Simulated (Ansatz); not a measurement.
## LiCaI3: complex band structure

Wanted: the relaxed cell of LiCaI3, its band edges and its decay constants. It is built by putting I for F, Ca for Ba in the BaLiF3 structure of space group Pm-3m, with the volume rescaled by atomic radii. The parent structure comes from the Materials Project.

Calculated with Ansatz 0.2.0; PBEsol DFT, plane waves, PAW files, in the first sound run; inputs show where later runs differ.

The structure was built from a prototype and need not be the compound's stable phase.

### Step 1. The starting structure

Symmetry: Pm-3m, No. 221, cubic system. The conventional cell has a = 4.661 Å, b = 4.661 Å, c = 4.661 Å, α = 90.00°, β = 90.00°, γ = 90.00°. Nearest to Ca lie 12 I at 3.30 Å. Li has 6 I at 2.33 Å nearest. Nearest to I lie 2 Li at 2.33 Å and 4 Ca at 3.30 Å. It derives from BaLiF3. I for F, Ca for Ba in the BaLiF3 structure of space group Pm-3m. Farther neighbours and most contacts between anions are not listed.

### Step 2. Cell and atoms at rest

The substituted atoms don't fit the parent's cell, so cell and atoms relax together. A small smearing keeps the run stable in case the gap closes on the way.

Contents of input.yaml:

```yaml
crystal:
  lattice:
    - [4.6614219551, 0.0, 0.0]
    - [0.0, 4.6614219551, 0.0]
    - [0.0, 0.0, 4.6614219551]
  atoms:
    - { symbol: Ca, position: [0.0, 0.0, 0.0] }
    - { symbol: Li, position: [0.5, 0.5, 0.5] }
    - { symbol: I, position: [0.0, 0.5, 0.5] }
    - { symbol: I, position: [0.5, 0.5, 0.0] }
    - { symbol: I, position: [0.5, 0.0, 0.5] }
kpoints:
  mp_grid: { grid: [6, 6, 6] }
scf:
  occupations: { method: gaussian, width: 0.03 }
hamiltonian:
  xc: pbesol
output:
  forces: true
  stress: true
relax:
  f_tol: 0.02
  max_steps: 60
  cell: {}
```

Run with:

```sh
$ ansatz run input.yaml --threads 2 --pin off --max-ram 4096MiB --backend cpu --events-out ev --progress --plain --runs-dir out
```

Numbers of over 12 decimals in the logs are rounded to 6 here.

Log:

```text
Engine: ansatz 0.2.0, aarch64-unknown-linux-gnu
Pseudopotentials: kind: paw
Pseudopotential: Ca, paw, valence charge 10, recommended cutoff 420 eV (normal), Ca.paw.azcp
Pseudopotential: Li, paw, valence charge 3, recommended cutoff 420 eV (normal), Li.paw.azcp
Pseudopotential: I, paw, valence charge 17, recommended cutoff 420 eV (normal), I.paw.azcp
Functional definition: PBEsol
  exchange = pbesol_x
  correlation = pbesol_c
Crystal: 5 atoms, lattice volume = 101.287 Å³
Basis set: ecut = 420 eV, 1935 PW (Γ), exchange–correlation on 64×64×64 points (8 copies of the dense FFT grid, shifted against one another)
Bands: 39, of which v1, the nominal top of the filled ones, is band 32 counted from 1 (31 counted from 0)
Symmetry: 48 space group operations
Space group: Pm-3m (ITA 221), of the structure as read, at distance tolerance 4.7e-5 Å
k-points: 20 of 216
Non-local potential: Ca, projectors of the file, l = 0: 3, l = 1: 2, l = 2: 2
Non-local potential: Li, projectors of the file, l = 0: 3, l = 1: 2, l = 2: 1
Non-local potential: I, projectors of the file, l = 0: 2, l = 1: 2, l = 2: 2, l = 3: 2
PAW form: soft (Blöchl's): semilocal exchange-correlation on the pseudo side does not see the compensation charge
PAW frozen core: Ca, regenerated for the run's functional, and the local potential with it (the file was generated under x = pbe(κ = 0.804, μ = 0.219515), c = pbe(β = 0.066725))
PAW frozen core: I, regenerated for the run's functional, and the local potential with it (the file was generated under x = pbe(κ = 0.804, μ = 0.219515), c = pbe(β = 0.066725))
PAW one-centre angular grid: Ca, 110 points (default); XC on 64 Gauss nodes
PAW one-centre angular grid: Li, 110 points (default); XC on 64 Gauss nodes
PAW one-centre angular grid: I, 590 points (default); XC on 64 Gauss nodes
Initial density: superposition of atomic densities (neutral atoms: chi_scale 0, normalization atom), corrected by the library's trained network
Initial wavefunctions: pseudopotential atomic-orbital guess
Functional: x = pbesol(κ = 0.804, μ = 0.123457), c = pbesol(β = 0.046)
SCF iter   1: F=—  HF=-24295.025608 eV  |F-HF|=—  |Δ(HF+E_count)|=         —  Δρ=3.32e-3  dr2=1.57e-2  ethr=1.77e-3  ⟨swp⟩=11.1  Hψ=4082  notcnv=0
preconditioner: auto → Resta (q_TF=auto, 2.527 Å⁻¹)  ε∞=4.6  [insulator: Δε(μ)=0.432 eV  Ē_g=9.563 eV  σ=0.030 eV  W_gap=0.68  n_scr=26 (ndim 8)  ℏωp=18.1 eV  f_vac=0.000  D(μ)=0.51/eV (n_scr^D=0)  ε∞_Penn≈4.6]
SCF iter   2: F=—  HF=-24295.021057 eV  |F-HF|=—  |Δ(HF+E_count)|=   4.55e-3  Δρ=1.53e-3  dr2=2.63e-3  ethr=2.45e-5  ⟨swp⟩=2.5  Hψ=1696  notcnv=0  defer=29
SCF iter   3: F=—  HF=-24295.020259 eV  |F-HF|=—  |Δ(HF+E_count)|=   7.98e-4  Δρ=3.97e-4  dr2=3.58e-4  ethr=4.12e-6  ⟨swp⟩=2.0  Hψ=1384  notcnv=0  defer=29
SCF iter   4: F=—  HF=-24295.020192 eV  |F-HF|=—  |Δ(HF+E_count)|=   6.66e-5  Δρ=1.33e-4  dr2=3.58e-5  ethr=5.60e-7  ⟨swp⟩=2.0  Hψ=934  notcnv=0  defer=29
SCF iter   5: F=—  HF=-24295.020223 eV  |F-HF|=—  |Δ(HF+E_count)|=   3.12e-5  Δρ=2.46e-5  dr2=5.40e-7  ethr=5.59e-8  ⟨swp⟩=2.0  Hψ=1286  notcnv=0  defer=29
SCF iter   6: F=-24295.020223 eV  HF=-24295.020223 eV  |F-HF|=1.51e-8  |Δ(HF+E_count)|=   1.46e-7  Δρ=4.69e-6  dr2=2.32e-8  ethr=1.56e-10  ⟨swp⟩=4.3  Hψ=2502  notcnv=0
SCF 1 converged in 6 iterations: F = -24295.020223 eV  dr2 = 2.32e-8
  greatest PAW one-centre occupation: 1.001 electrons in one spin orbital (limit 2), on the Li atom at site 1 (counted from 0), in its partial waves of l = 0
relax step   1: F+E_penalty+E_count = -24295.02022328 eV  Δ(F+E_penalty+E_count) = +0.000e0 eV  max|allowed force component| = 1.353e-28 eV/Å  Δτ_max = 0.0000 Å  P = +31.806 GPa  Ω = 101.287 Å³  (6 SCF iters, dr2 threshold 1.00e-7 eV, accepted)
Crystal: 5 atoms, lattice volume = 116.835 Å³
Basis set: ecut = 420 eV, 2301 PW (Γ), exchange–correlation on 64×64×64 points (8 copies of the dense FFT grid, shifted against one another)
Initial density: handed on by an earlier stage of this run
Initial wavefunctions: those handed on with the density
iter 1 solved again at ethr=2.38e-4 eV; its pass at ethr=3.10e-3 eV (dr2=1.53e-1 eV) is discarded
SCF iter   1: F=—  HF=-24297.331805 eV  |F-HF|=—  |Δ(HF+E_count)|=         —  Δρ=6.78e-3  dr2=1.52e-1  ethr=2.38e-4  ⟨swp⟩=1.9  Hψ=4648  notcnv=0
preconditioner: auto → Resta (q_TF=auto, 2.468 Å⁻¹)  ε∞=4.3  [insulator: Δε(μ)=0.666 eV  Ē_g=9.220 eV  σ=0.030 eV  W_gap=1.00  n_scr=26 (ndim 8)  ℏωp=16.8 eV  f_vac=0.000  D(μ)=0.00/eV (n_scr^D=0)  ε∞_Penn≈4.3]
SCF iter   2: F=—  HF=-24297.285270 eV  |F-HF|=—  |Δ(HF+E_count)|=   4.65e-2  Δρ=3.78e-3  dr2=4.53e-2  ethr=2.38e-4  ⟨swp⟩=3.2  Hψ=1116  notcnv=0
SCF iter   3: F=—  HF=-24297.268926 eV  |F-HF|=—  |Δ(HF+E_count)|=   1.63e-2  Δρ=1.01e-3  dr2=1.25e-3  ethr=7.08e-5  ⟨swp⟩=3.9  Hψ=1388  notcnv=0
SCF iter   4: F=—  HF=-24297.268851 eV  |F-HF|=—  |Δ(HF+E_count)|=   7.51e-5  Δρ=2.00e-4  dr2=7.06e-5  ethr=1.95e-6  ⟨swp⟩=2.0  Hψ=1173  notcnv=0
SCF iter   5: F=—  HF=-24297.268896 eV  |F-HF|=—  |Δ(HF+E_count)|=   4.55e-5  Δρ=5.09e-5  dr2=2.62e-6  ethr=1.10e-7  ⟨swp⟩=2.0  Hψ=1398  notcnv=0
SCF iter   6: F=-24297.268896 eV  HF=-24297.268895 eV  |F-HF|=6.54e-8  |Δ(HF+E_count)|=   8.69e-7  Δρ=1.39e-5  dr2=3.37e-7  ethr=7.81e-10  ⟨swp⟩=4.8  Hψ=2898  notcnv=0
SCF 2 converged in 6 iterations: F = -24297.268896 eV  dr2 = 3.37e-7
  greatest PAW one-centre occupation: 1.000 electrons in one spin orbital (limit 2), on the Li atom at site 1 (counted from 0), in its partial waves of l = 0
relax step   2: F+E_penalty+E_count = -24297.26889556 eV  Δ(F+E_penalty+E_count) = -2.249e0 eV  max|allowed force component| = 1.388e-29 eV/Å  Δτ_max = 0.0000 Å  P = +16.148 GPa  Ω = 116.835 Å³  energy of the carried Pulay correction = -2.429e-3 eV  (6 SCF iters, dr2 threshold 5.00e-7 eV, accepted)
Crystal: 5 atoms, lattice volume = 133.896 Å³
Basis set: ecut = 420 eV, 2601 PW (Γ), exchange–correlation on 64×64×64 points (8 copies of the dense FFT grid, shifted against one another)
iter 1 solved again at ethr=2.06e-4 eV; its pass at ethr=3.10e-3 eV (dr2=1.32e-1 eV) is discarded
SCF iter   1: F=—  HF=-24298.490071 eV  |F-HF|=—  |Δ(HF+E_count)|=         —  Δρ=5.78e-3  dr2=1.32e-1  ethr=2.06e-4  ⟨swp⟩=2.0  Hψ=4506  notcnv=0
preconditioner: auto → Resta (q_TF=auto, 2.412 Å⁻¹)  ε∞=4.3  [insulator: Δε(μ)=1.038 eV  Ē_g=8.627 eV  σ=0.030 eV  W_gap=1.00  n_scr=26 (ndim 8)  ℏωp=15.7 eV  f_vac=0.002  D(μ)=0.00/eV (n_scr^D=0)  ε∞_Penn≈4.3]
SCF iter   2: F=—  HF=-24298.449094 eV  |F-HF|=—  |Δ(HF+E_count)|=   4.10e-2  Δρ=3.25e-3  dr2=4.09e-2  ethr=2.06e-4  ⟨swp⟩=3.0  Hψ=1072  notcnv=0
SCF iter   3: F=—  HF=-24298.433748 eV  |F-HF|=—  |Δ(HF+E_count)|=   1.53e-2  Δρ=9.05e-4  dr2=1.30e-3  ethr=6.40e-5  ⟨swp⟩=3.7  Hψ=1385  notcnv=0
SCF iter   4: F=—  HF=-24298.433647 eV  |F-HF|=—  |Δ(HF+E_count)|=   1.01e-4  Δρ=1.94e-4  dr2=8.18e-5  ethr=2.03e-6  ⟨swp⟩=2.4  Hψ=1062  notcnv=0
SCF iter   5: F=—  HF=-24298.433918 eV  |F-HF|=—  |Δ(HF+E_count)|=   2.71e-4  Δρ=4.81e-5  dr2=3.66e-6  ethr=1.28e-7  ⟨swp⟩=2.0  Hψ=1420  notcnv=0
SCF iter   6: F=-24298.433918 eV  HF=-24298.433918 eV  |F-HF|=1.94e-7  |Δ(HF+E_count)|=   1.79e-7  Δρ=1.54e-5  dr2=4.61e-7  ethr=7.81e-10  ⟨swp⟩=5.0  Hψ=3020  notcnv=0
SCF 3 converged in 6 iterations: F = -24298.433918 eV  dr2 = 4.61e-7
relax step   3: F+E_penalty+E_count = -24298.43391846 eV  Δ(F+E_penalty+E_count) = -1.165e0 eV  max|allowed force component| = 1.078e-29 eV/Å  Δτ_max = 0.0000 Å  P = +6.679 GPa  Ω = 133.896 Å³  energy of the carried Pulay correction = -4.728e-3 eV  (6 SCF iters, dr2 threshold 5.00e-7 eV, accepted)
[...]
relax step   4: F+E_penalty+E_count = -24298.80330715 eV  Δ(F+E_penalty+E_count) = -3.694e-1 eV  max|allowed force component| = 1.712e-29 eV/Å  Δτ_max = 0.0000 Å  P = +1.397 GPa  Ω = 149.220 Å³  energy of the carried Pulay correction = -6.532e-3 eV  (6 SCF iters, dr2 threshold 5.00e-7 eV, accepted)
[...]
relax step   5: F+E_penalty+E_count = -24298.82344056 eV  Δ(F+E_penalty+E_count) = -2.013e-2 eV  max|allowed force component| = 4.707e-30 eV/Å  Δτ_max = 0.0000 Å  P = -0.230 GPa  Ω = 155.023 Å³  energy of the carried Pulay correction = -7.160e-3 eV  (6 SCF iters, dr2 threshold 5.00e-7 eV, accepted)
[...]
relax step   6: F+E_penalty+E_count = -24298.82413695 eV  Δ(F+E_penalty+E_count) = -6.964e-4 eV  max|allowed force component| = 1.175e-29 eV/Å  Δτ_max = 0.0000 Å  P = +0.000 GPa  Ω = 154.176 Å³  energy of the carried Pulay correction = -7.070e-3 eV  (5 SCF iters, dr2 threshold 1.32e-7 eV, accepted)
[...]
relax step   7: F+E_penalty+E_count = -24298.90470763 eV  Δ(F+E_penalty+E_count) = -8.057e-2 eV  max|allowed force component| = 1.938e-29 eV/Å  Δτ_max = 0.0000 Å  P = +1.115 GPa  Ω = 154.176 Å³  stress off target by 1.12e0 GPa  SCF on the basis re-selected at this cell (its energy is not comparable with the rows above)  (7 SCF iters)
[...]
relax step   8: F+E_penalty+E_count = -24298.92308494 eV  Δ(F+E_penalty+E_count) = -1.838e-2 eV  max|allowed force component| = 9.414e-30 eV/Å  Δτ_max = 0.0000 Å  P = +0.367 GPa  Ω = 158.293 Å³  energy of the carried Pulay correction = -4.419e-4 eV  (5 SCF iters, dr2 threshold 5.00e-7 eV, accepted)
[...]
relax step   9: F+E_penalty+E_count = -24298.92540797 eV  Δ(F+E_penalty+E_count) = -2.323e-3 eV  max|allowed force component| = 1.373e-29 eV/Å  Δτ_max = 0.0000 Å  P = +0.011 GPa  Ω = 160.480 Å³  energy of the carried Pulay correction = -6.697e-4 eV  (5 SCF iters, dr2 threshold 3.37e-7 eV, accepted)
Basis set: ecut = 420 eV, 3119 PW (Γ), exchange–correlation on 80×80×80 points (8 copies of the dense FFT grid, shifted against one another)
iter 1 solved again at ethr=4.47e-6 eV; its pass at ethr=3.10e-3 eV (dr2=2.86e-3 eV) is discarded
SCF iter   1: F=—  HF=-24298.920272 eV  |F-HF|=—  |Δ(HF+E_count)|=         —  Δρ=6.51e-4  dr2=2.14e-5  ethr=4.47e-6  ⟨swp⟩=2.5  Hψ=5927  notcnv=0
eigensolver tolerance schedule: the retry pair's looser diagonalisation over-reported the residual by 132.49 of it (diagonalisation noise at 0.24 of the residual, at the tolerance the schedule requests for it); recorded, not acted on — ethr = c·dr2/N_el stays at c = 1.0e-1
preconditioner: auto → Resta (q_TF=auto, 2.341 Å⁻¹)  ε∞=4.7  [insulator: Δε(μ)=1.071 eV  Ē_g=7.459 eV  σ=0.030 eV  W_gap=1.00  n_scr=32 (ndim 8)  ℏωp=14.4 eV  f_vac=0.011  D(μ)=0.00/eV (n_scr^D=0)  ε∞_Penn≈4.7]
SCF iter   2: F=—  HF=-24298.924790 eV  |F-HF|=—  |Δ(HF+E_count)|=   4.52e-3  Δρ=3.28e-4  dr2=4.07e-6  ethr=3.35e-8  ⟨swp⟩=2.4  Hψ=1432  notcnv=0
SCF iter   3: F=—  HF=-24298.925932 eV  |F-HF|=—  |Δ(HF+E_count)|=   1.14e-3  Δρ=9.68e-5  dr2=6.84e-7  ethr=6.36e-9  ⟨swp⟩=2.0  Hψ=1028  notcnv=0
SCF iter   4: F=—  HF=-24298.926031 eV  |F-HF|=—  |Δ(HF+E_count)|=   9.88e-5  Δρ=1.59e-5  dr2=9.02e-8  ethr=1.07e-9  ⟨swp⟩=2.1  Hψ=955  notcnv=0
SCF iter   5: F=—  HF=-24298.926034 eV  |F-HF|=—  |Δ(HF+E_count)|=   2.51e-6  Δρ=1.98e-6  dr2=1.26e-8  ethr=1.41e-10  ⟨swp⟩=2.1  Hψ=1121  notcnv=0
SCF iter   6: F=—  HF=-24298.926034 eV  |F-HF|=—  |Δ(HF+E_count)|=   1.60e-8  Δρ=4.47e-7  dr2=1.02e-9  ethr=1.96e-11  ⟨swp⟩=2.0  Hψ=956  notcnv=0
SCF iter   7: F=—  HF=-24298.926034 eV  |F-HF|=—  |Δ(HF+E_count)|=  1.06e-10  Δρ=1.11e-7  dr2=5.82e-11  ethr=1.59e-12  ⟨swp⟩=2.0  Hψ=1003  notcnv=0
SCF iter   8: F=-24298.926034 eV  HF=-24298.926034 eV  |F-HF|=7.28e-12  |Δ(HF+E_count)|=  1.46e-11  Δρ=8.95e-9  dr2=1.47e-13  ethr=1.00e-12  ⟨swp⟩=4.3  Hψ=2431  notcnv=0
SCF 10 converged in 8 iterations: F = -24298.926034 eV  dr2 = 1.47e-13
relax step  10: F+E_penalty+E_count = -24298.92603377 eV  Δ(F+E_penalty+E_count) = -6.258e-4 eV  max|allowed force component| = 6.127e-30 eV/Å  Δτ_max = 0.0000 Å  P = +0.008 GPa  Ω = 160.480 Å³  stress off target by 8.32e-3 GPa  SCF on the basis re-selected at this cell (its energy is not comparable with the rows above)  (8 SCF iters)
basis re-selected at this cell: Δ(F+E_penalty+E_count) = -6.258e-4 eV, ΔP = -0.002 GPa vs the last step (what re-selecting the basis moved, of the pressure what is left beyond the Pulay correction that the steps carried, after the strain that the cell walked since its last selection, with what the two solves' SCF thresholds leave and, on support functions, any second-order correction that the steps lacked; it is no measure of the basis error at this ecutwfc). The dense FFT grid was sized anew with the basis: this SCF ran on 40×40×40 points, the steps before it on 36×36×36, so part of this shift can come from that change (see relax.cell in the input reference). [rest of the remark cut]
SCF converged after 8 iterations
Free energy (F): -24298.926034 eV
Harris-Foulkes:  -24298.926034 eV  (|F-HF|=7.28e-12)
Internal energy: -24298.926034 eV  (E = F + TS)
E sigma→0 (E₀):  -24298.926034 eV
Fermi energy:    6.606670 eV
--- Per-component energies (eV) ---
  E_band       = -1351.450709
  E_kinetic    = 865.924172
  E_local      = -6794.981255  (includes V_loc(G=0)·N_el)
  E_nonlocal   = -234.950549
  E_hartree    = 3355.347080
  E_xc         = -527.994704
  E_vxc        = -569.445311  (∫ρ·V_xc dr)
  E_paw        = -15066.604018  (= ΣΔE_a)
  E_vpaw       = -1328.691967  (= ΣTr[D̂ρ^β])
  E_aug_tail   = 0.000028  (compensation charges beyond the density's cutoff)
  E_ewald      = -5897.022009
  E_core_change = 1.355221  (= ΣΔE_core)
  E_smearing   = -0.000000  (= −TS)
  E_closure    = 0.000000  (closes the sum)
  Σ components = -24298.926034   (vs F -24298.926034, Δ=0.00e0)
--- Forces (eV/Å), atoms counted from 1 ---
  atom   1  Ca    -0.00000000     0.00000000     0.00000000
  atom   2  Li     0.00000000     0.00000000    -0.00000000
  atom   3  I      0.00000000    -0.00000000     0.00000000
  atom   4  I      0.00000000     0.00000000     0.00000000
  atom   5  I      0.00000000     0.00000000     0.00000000
  max |Σ_I F_I| component: 1.30e-29 eV/Å
--- Stress (GPa, compression-positive) ---
        0.008321       0.000000      -0.000000
        0.000000       0.008321       0.000000
       -0.000000       0.000000       0.008321
  P = ⅓ Tr σ = 0.0083 GPa (0.083 kbar)
--- Relaxed structure (8 steps of the walk, 8 accepted, 2 SCFs on fresh bases) ---
  F+E_penalty+E_count = -24298.92603377 eV   max|allowed force component| = 6.127e-30 eV/Å   (the final SCF, on the basis selected at the relaxed cell)
  cell:  # Å, volume = 160.4803 Å³
    - [5.434262, 0, 0]
    - [0, 5.434262, 0]
    - [0, 0, 5.434262]
  atoms:
    - { symbol: Ca, position: [0, 0, 0] }
    - { symbol: Li, position: [0.5, 0.5, 0.500000] }
    - { symbol: I, position: [0, 0.5, 0.500000] }
    - { symbol: I, position: [0.5, 0.5, 0] }
    - { symbol: I, position: [0.5, 0, 0.500000] }
```

Elapsed: 21 s, on 2 threads of Arm Neoverse V2, shared host; peak memory 0.47 GiB.

Step by step:

| step | energy less that of the first step (eV) | largest force component (eV/Å) | pressure (GPa) | volume (Å³) |
| --- | --- | --- | --- | --- |
| 1 | 0.0000 | 0.0000 | 31.81 | 101.29 |
| 2 | -2.2487 | 0.0000 | 16.15 | 116.83 |
| 3 | -3.4137 | 0.0000 | 6.68 | 133.90 |
| 4 | -3.7831 | 0.0000 | 1.40 | 149.22 |
| 5 | -3.8032 | 0.0000 | -0.23 | 155.02 |
| 6 | -3.8039 | 0.0000 | 0.00 | 154.18 |
| 7* | -3.8845 | 0.0000 | 1.12 | 154.18 |
| 8 | -3.9029 | 0.0000 | 0.37 | 158.29 |
| 9 | -3.9052 | 0.0000 | 0.01 | 160.48 |
| 10* | -3.9058 | 0.0000 | 0.01 | 160.48 |

Relaxation steps marked * repeat the geometry before them on a plane-wave basis chosen anew for their cell, so energy and pressure can jump there.

The run keeps the 48 symmetry operations that it works with, so distortions that break them were not tested.

| cell as run | before | after | change |
| --- | --- | --- | --- |
| a (Å) | 4.661 | 5.434 | +16.6 % |
| b (Å) | 4.661 | 5.434 | +16.6 % |
| c (Å) | 4.661 | 5.434 | +16.6 % |
| volume (Å³/atom) | 20.26 | 32.10 | +58.4 % |

The relaxed structure:

```xyz
5
Lattice="5.4343 0.0000 0.0000 0.0000 5.4343 0.0000 0.0000 0.0000 5.4343" Properties=species:S:1:pos:R:3 pbc="T T T"
Ca    0.0000    0.0000    0.0000
Li    2.7171    2.7171    2.7171
I     0.0000    2.7171    2.7171
I     2.7171    2.7171    0.0000
I     2.7171    0.0000    2.7171
```

This step gave:

- free energy: -24298.9260 eV
- Fermi energy: 6.607 eV
- pressure: 0.008321 GPa

The largest force component on a free atom ends at 6.1e-30 eV/Å.

### Step 3. Band edges

The energy window and the wavevectors of the next steps follow from the band edges, so these are searched first, off the mesh as well.

Contents of input.yaml:

```yaml
crystal:
  lattice:
    - [5.4342624398, 0.0, 0.0]
    - [0.0, 5.4342624398, 0.0]
    - [0.0, 0.0, 5.4342624398]
  atoms:
    - { symbol: Ca, position: [0.0, 0.0, 0.0] }
    - { symbol: Li, position: [0.5, 0.5, 0.5] }
    - { symbol: I, position: [0.0, 0.5, 0.5] }
    - { symbol: I, position: [0.5, 0.5, 0.0] }
    - { symbol: I, position: [0.5, 0.0, 0.5] }
kpoints:
  mp_grid: { grid: [6, 6, 6] }
  band_path: { path: [VBM, CBM], npoints: 30 }
scf:
  occupations: { method: fixed }
hamiltonian:
  xc: pbesol
output:
  eigenvalues: true
  write_potential: true
  write_density: true
  volumetric_format: npy
```

Log:

```text
[...]
Crystal: 5 atoms, lattice volume = 160.480 Å³
Basis set: ecut = 420 eV, 3119 PW (Γ)
Bands: 39, of which v1, the nominal top of the filled ones, is band 32 counted from 1 (31 counted from 0)
Symmetry: 48 space group operations
[...]
k-points: 20 of 216
[...]
SCF iter   1: F=—  HF=-24298.927593 eV  |F-HF|=—  |Δ(HF+E_count)|=         —  Δρ=2.25e-3  dr2=6.86e-3  ethr=1.77e-3  ⟨swp⟩=6.7  Hψ=3030  notcnv=0  defer=87
[...]
SCF iter   6: F=-24298.926056 eV  HF=-24298.926056 eV  |F-HF|=2.04e-10  |Δ(HF+E_count)|=   2.81e-8  Δρ=1.58e-6  dr2=5.13e-9  ethr=1.29e-10  ⟨swp⟩=12.6  Hψ=4534  notcnv=0
SCF 1 converged in 6 iterations: F = -24298.926056 eV  dr2 = 5.13e-9
[...]
NSCF: frozen V_eff on 20 k-points
[...]
SCF converged after 6 iterations
Free energy (F): -24298.926056 eV
[...]
Internal energy: -24298.926056 eV  (E = F + TS)
E sigma→0 (E₀):  -24298.926056 eV
Fermi energy:    6.074065 eV
[...]
--- Band table (eV; the first three rows and the last of 20) ---
  k-point 0: bands = [... 28 lower, 4.8518, 5.6593, 5.6593, 5.6593, 7.1384, 8.0907, 8.0907, 8.4013, ... 3 higher]
  k-point 1: bands = [... 28 lower, 4.7124, 5.2320, 5.5434, 5.5434, 7.5830, 8.2186, 8.3790, 8.4274, ... 3 higher]
  k-point 2: bands = [... 28 lower, 4.3683, 4.5168, 5.3889, 5.3889, 8.4308, 8.4820, 8.5071, 8.8784, ... 3 higher]
  k-point 19: bands = [... 28 lower, 5.8198, 6.0741, 6.0741, 6.0741, 7.2281, 8.6124, 8.6124, 8.6124, ... 3 higher]
```

The job ended after 11 s (2 threads; peak memory 0.43 GiB).

In the SCF lines HF is the Harris–Foulkes energy and dr2 the Hartree energy of the density residual, in eV; the loop may stop once dr2 is under the threshold and the program's other checks hold. Hψ counts applications of the Hamiltonian.

This step gave:

| Quantity | Value |
| --- | --- |
| free energy | -24298.9261 eV |
| Fermi energy | 6.074 eV |
| gap on the k-mesh | 1.064 eV |
| gap on path | 1.064 eV, by band count; negative where bands overlap |
| direct gap on path | 1.154 eV |
| edge places on path | 0, 1.001 1/A along the path |

Electronic bands along the path, in eV, zero at the Fermi level (highest filled level under fixed occupations); v1 is the highest filled band, c1 the lowest empty one:

| point | v4 | v3 | v2 | v1 | c1 | c2 | c3 | c4 |
| --- | --- | --- | --- | --- | --- | --- | --- | --- |
| VBM | -0.25 | 0.00 | 0.00 | 0.00 | 1.15 | 2.54 | 2.54 | 2.54 |
| halfway | -1.97 | -0.68 | -0.37 | -0.37 | 2.13 | 2.50 | 2.50 | 3.13 |
| CBM | -1.22 | -0.41 | -0.41 | -0.41 | 1.06 | 2.02 | 2.02 | 2.33 |

The searched edges give 1.06 eV, as on the mesh.

[end of part 1 of 3]

[Logs are printed without paths, hosts, clocks, repeated set-up lines and the standing remarks that a program may print on its own settings, such as how far it seeks lower states.]

[Hosts, paths, dates, database ids (printed as entryN), source tags and the programs' standing remarks are cut or masked in the printed files.]
